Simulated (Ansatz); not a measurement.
Consider Ca2CrO4 (started from the K2NiF4 type) (I4/mmm).

The structure was built from a prototype and need not be the compound's stable phase.

```xyz
7
Lattice="-1.7853 1.7853 -5.9682 1.7853 -1.7853 -5.9682 -1.7853 -1.7853 5.9682" Properties=species:S:1:pos:R:3 pbc="T T T"
Ca    0.0000    0.0000   -4.1855
Ca    0.0000    0.0000   -7.7509
Cr    0.0000    0.0000    0.0000
O     0.0000   -1.7853    0.0000
O    -1.7853    0.0000    0.0000
O     0.0000    0.0000   -1.9748
O     0.0000    0.0000   -9.9616
```

The structure was relaxed with LDA. The structure type comes from a generator and need not be one that this composition takes. The structure was generated from a model, not taken from a measurement. The runs that relaxed it are not among those shown. The program's search for lower electronic states was switched off, so nothing shows that the state found is the lowest. PAW set soft_2, made with PBE.

A constrained-RPA run (Ansatz 0.2.0; non-magnetic LDA; Cr t2g, bands v1 to c2, 6×6×6 mesh, medium accuracy) builds 3 functions on bands 2.9 eV wide, with 2.0 electrons in the window. The bare on-site interaction is 16.1 eV and the bare J 0.54 eV.

What U and J survive the screening?

On the Cr t2g shell, U = 3.06 eV (19 % of the bare value), U′ = 2.23 eV, J = 0.39 eV.

The parent state is non-magnetic and the interaction static (zero frequency); U depends on the window and the orbitals, so it belongs to this model alone.

[Paths, hosts, dates, memory and timing lines, banners, echoed tables and standing remarks are left out of the program output.]

[Logs are printed without paths, hosts, clocks, repeated set-up lines and the standing remarks that a program may print on its own settings, such as how far it seeks lower states.]

[Runs of the session that timed out or met a known fault of the program may be left out.]

[Hosts, paths, dates, database ids (printed as entryN), source tags and the programs' standing remarks are cut or masked in the printed files.]
